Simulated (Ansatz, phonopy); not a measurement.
# Grüneisen parameters and expansion of SiC (Moissanite 3C, F-43m), part 2 of 2

Wanted: mode Grüneisen parameters of SiC (Moissanite 3C) and a free-energy fit over volumes.

Ansatz 0.2.0; DFT LDA, scalar-relativistic, plane waves, PAW.

So far. Step 13 (Lattice dynamics at this volume, V/V0 0.97): No mode is imaginary beyond numerical noise at the solved wavevectors. The highest zone-centre mode (no LO–TO term) moved by +3.5 % for a volume change of -3.0 %. Step 14 (A cell at another volume, V/V0 1.05): The run ends at a pressure of -10.19 GPa.

**15. Lattice dynamics at this volume, V/V0 1.05**

Input file input.yaml:

```yaml
crystal:
  lattice:
    - [0.0, 2.199973777, 2.199973777]
    - [2.199973777, 0.0, 2.199973777]
    - [2.199973777, 2.199973777, 0.0]
  atoms:
    - { symbol: Si, position: [0.0, 0.0, 0.0] }
    - { symbol: C, position: [0.25, 0.25, 0.25] }
kpoints:
  mp_grid: { grid: [12, 12, 12] }
hamiltonian:
  xc: lda
scf:
  occupations: { method: fixed }
output:
  eigenvalues: true
phonons:
  method: dfpt
  dielectric: true
  rigid_motions: translations
  qmesh: [4, 4, 4]
  temperatures: { t_max: 1000, t_step: 50 }
  qpath:
    path:
      - [[0.0, 0.0, 0.0], [-0.5, -0.5, 0.0], [-0.375, -0.375, 0.25]]
      - [[-0.375, 0.0, 0.375], [0.0, 0.0, 0.0], [0.0, 0.0, 0.5], [-0.5, -0.25, 0.25], [-0.5, -0.5, 0.0]]
    npoints: 10
```

Started as:

```
$ ansatz run input.yaml --threads 4 --pin off --max-ram 8192MiB --backend cpu --events-out ev --progress --plain --runs-dir out
```

It took 50 s on 4 threads of Arm Neoverse V2, shared host; peak memory 0.98 GiB; 3.2 min of CPU time.

LO-TO term included. The phonon branches at the labelled points (cm⁻¹):

```tsv
point	branch 1	branch 2	branch 3	branch 4	branch 5	branch 6
Γ	0	0	0	754	754	923
halfway	269	269	384	734	734	880
X	362	362	610	714	714	783
halfway	360	388	591	712	712	792
U	350	432	544	710	712	810
jump to K	350	432	544	710	712	810
halfway	230	312	399	728	747	857
Γ	0	0	0	754	754	923
halfway	195	195	385	738	738	877
L	261	261	587	724	724	794
halfway	324	380	536	717	723	810
W	391	454	513	698	725	807
halfway	376	397	573	704	719	797
X	362	362	610	714	714	783
```

No mode is imaginary beyond numerical noise at the solved wavevectors. The highest zone-centre mode (no LO–TO term) moved by -5.4 % for a volume change of +5.0 %.

**16. Mode Grüneisen parameters**

This step: DFT LDA, scalar-relativistic, plane waves, PAW (phonopy 4.10.0).

This step gave:

| Quantity | Value |
| --- | --- |
| share of modes with a negative Grüneisen parameter | 0.03 |

Mean Grüneisen, by row:

```tsv
T (K)	heat-capacity-weighted mean	root mean square
50	0.268	0.406
100	0.319	0.448
200	0.555	0.711
300	0.707	0.853
500	0.815	0.944
800	0.856	0.976
```

Table of mean mode Grueneisen parameter by wavenumber:

```tsv
wavenumber (cm⁻¹)	mean mode Grueneisen parameter
16	-
49	0.143
81	0.424
113	0.198
146	0.302
178	0.319
210	0.262
243	0.185
275	0.19
308	0.246
340	0.298
372	0.372
405	0.519
437	0.603
470	0.83
502	0.952
534	0.948
567	0.916
599	0.894
632	0.832
664	-
696	-
729	1.29
761	1.35
794	1.27
826	1.17
858	1.19
891	1.11
923	1.08
956	1.08
```

Volume series, by row:

```tsv
V/V0	V (Å³/atom)	pressure (GPa)	E - E0 (meV/atom)	gap (eV)	zero-point energy (meV/atom)	lowest on the path (cm⁻¹)	highest at Gamma without the LO-TO term (cm⁻¹)
0.97	9.836	7.417	6.875	1.274	114.7	0	825.7
0.985	9.989	3.574	1.692	1.287	112.9	0	811.4
1	10.14	0.002	0	1.301	111.2	0	797.6
1.015	10.29	-3.318	1.601	1.313	109.4	0	784.1
1.03	10.44	-6.405	6.246	1.325	107.8	0	771.1
1.05	10.65	-10.19	16.77	1.34	105.6	0	754.3
```

Optical frequency at Gamma without the LO-TO term, mode 4 against V/V0:

```tsv
V/V0	optical frequency at Gamma without the LO-TO term, mode 4 (cm⁻¹)
0.9700	826
0.9850	811
1.0000	798
1.0150	784
1.0300	771
1.0500	754
```

Grüneisen at points, by row:

```tsv
point	branch	frequency (cm⁻¹)	mode Grüneisen parameter
Γ	4	797.6	1.14
Γ	6	973	1.08
X	1	364.9	0.09
X	3	634.9	0.82
X	4	766.9	1.46
X	6	829	1.15
U	1	351.9	0.06
U	2	445.6	0.55
U	3	568.7	0.89
U	4	759.4	1.32
U	5	761.9	1.44
U	6	859.6	1.23
K	1	351.9	0.06
K	2	445.6	0.55
K	3	568.7	0.89
K	4	759.4	1.32
K	5	761.9	1.44
K	6	859.6	1.23
L	1	259.5	-0.15
L	3	615.8	0.93
L	4	771.9	1.31
L	6	839	1.16
W	1	401.5	0.47
W	2	462.5	0.34
W	3	538.2	0.98
W	4	744	1.29
W	5	778	1.45
W	6	858.2	1.25
```

**17. Free-energy fit**

Numbers from this step:

* volume expansion coefficient at 300 K: 7.07 1e-6/K
* isothermal bulk modulus at 300 K: 223.9 GPa
* C_P at 300 K: 13.55 J/mol-atom/K
* Grüneisen parameter at 300 K: 0.72

The energy (each curve on its own zero) by volume; values in meV/atom:

```tsv
volume (Å³/atom)	static	F at 0 K	F at 300 K	F at 1300 K
9.836	6.88	11.3	11.7	18.9
9.989	1.69	4.35	4.59	8.99
10.141	0	0.9	1	2.61
10.293	1.6	0.78	0.73	-0.48
10.445	6.25	3.75	3.53	-0.53
10.648	16.8	12.1	11.6	3.74
```

Phonopy-qha, vinet fit of F(V) at each temperature; no electronic free energy. Qha vinet, by row:

```tsv
T (K)	fitted volume (Å³/atom)	alpha_V (1e-6/K)	B_T (GPa)	C_P (J/mol-atom/K)	Grueneisen
100	10.22	0.57	225.1	2.213	0.3547
150	10.22	1.73	224.9	5.181	0.4611
200	10.22	3.43	224.7	8.262	0.5734
250	10.23	5.31	224.3	11.11	0.66
300	10.23	7.07	223.9	13.55	0.7204
350	10.23	8.6	223.3	15.56	0.762
400	10.24	9.86	222.7	17.16	0.7912
450	10.24	10.9	222.1	18.45	0.8123
500	10.25	11.74	221.4	19.48	0.828
550	10.26	12.44	220.8	20.31	0.84
600	10.26	13.02	220.1	20.99	0.8494
650	10.27	13.51	219.4	21.54	0.8569
700	10.28	13.92	218.7	22.01	0.8631
750	10.28	14.28	217.9	22.4	0.8683
800	10.29	14.59	217.2	22.73	0.8727
850	10.3	14.86	216.5	23.02	0.8765
900	10.31	15.1	215.7	23.26	0.8798
950	10.31	15.32	215	23.48	0.8828
1000	10.32	15.52	214.2	23.66	0.8854
1050	10.33	15.7	213.5	23.83	0.8879
1100	10.34	15.87	212.7	23.98	0.8901
1150	10.35	16.02	212	24.11	0.8921
1200	10.35	16.17	211.2	24.23	0.8941
1250	10.36	16.31	210.4	24.34	0.8959
```

Table of volume expansion coefficient, phonopy-qha, Vinet by temperature:

temperature (K), volume expansion coefficient, phonopy-qha, Vinet (1e-6/K) and a bar:
```
       75        0.2 
      100        0.6 #
      150        1.7 ###
      175        2.5 ####
      200        3.4 ######
      225        4.4 ########
      275        6.2 ###########
      300        7.1 #############
      325        7.9 ##############
      375        9.3 #################
      400        9.9 ##################
      425       10.4 ###################
      475       11.3 #####################
      500       11.7 #####################
      525       12.1 ######################
      550       12.4 #######################
      600       13.0 ########################
      625       13.3 ########################
      650       13.5 #########################
      700       13.9 #########################
      725       14.1 ##########################
      750       14.3 ##########################
      800       14.6 ###########################
      825       14.7 ###########################
      850       14.9 ###########################
      875       15.0 ###########################
      925       15.2 ############################
      950       15.3 ############################
      975       15.4 ############################
     1025       15.6 #############################
     1050       15.7 #############################
     1075       15.8 #############################
     1125       15.9 #############################
     1150       16.0 #############################
     1175       16.1 #############################
     1200       16.2 ##############################
     1250       16.3 ##############################
     1275       16.4 ##############################
```

The fit gives a volume expansion of 7.07 × 10⁻⁶/K at 300 K.

**18. Outcome**

| Property | Result |
| --- | --- |
| volume expansion coefficient at 300 K | 7.07 1e-6/K |
| isothermal bulk modulus at 300 K | 223.9 GPa |
| C_P at 300 K | 13.55 J/mol-atom/K |
| Grüneisen parameter at 300 K | 0.72 |
| mean mode Grüneisen parameter at 300 K | 0.707 |

What this shows: Near room temperature SiC (Moissanite 3C) expands by 7.07 × 10⁻⁶/K in volume by LDA, with C_P = 13.6 J/(mol K) per mole of atoms and B_T = 224 GPa. C_P at room temperature is 54 % of the classical 3R an atom, so the stiffest modes are still partly frozen out. The heat-capacity-weighted Grüneisen parameter goes from 0.268 at 50 K to 0.856 at 800 K; 3 % of the modes stiffen on expansion. Weighting γ by the density of states and each mode's heat capacity at 300 K, modes below 320 cm⁻¹ give about 8 % of the sum of γC that drives the expansion, those up to 650 cm⁻¹ 37 % and the rest 55 %. Among the labelled points γ is largest for branch 4 at X (767 cm⁻¹, 1.5) and most negative for branch 1 at L (260 cm⁻¹, -0.15). The interpolation has no quadrupole term, so branches near the zone centre are less sure, since this crystal has sites that are not centres of inversion. The PAW files were made for PBE and are used here under another functional, for which the program regenerates the frozen cores.

[Logs are printed without paths, hosts, clocks, repeated set-up lines and the standing remarks that a program may print on its own settings, such as how far it seeks lower states.]

[Hosts, paths, dates, database ids (printed as entryN), source tags and the programs' standing remarks are cut or masked in the printed files.]

[A step with changed settings may run another functional than the one named; its input shows which.]

[Of the runs on displaced cells, only some may be shown.]
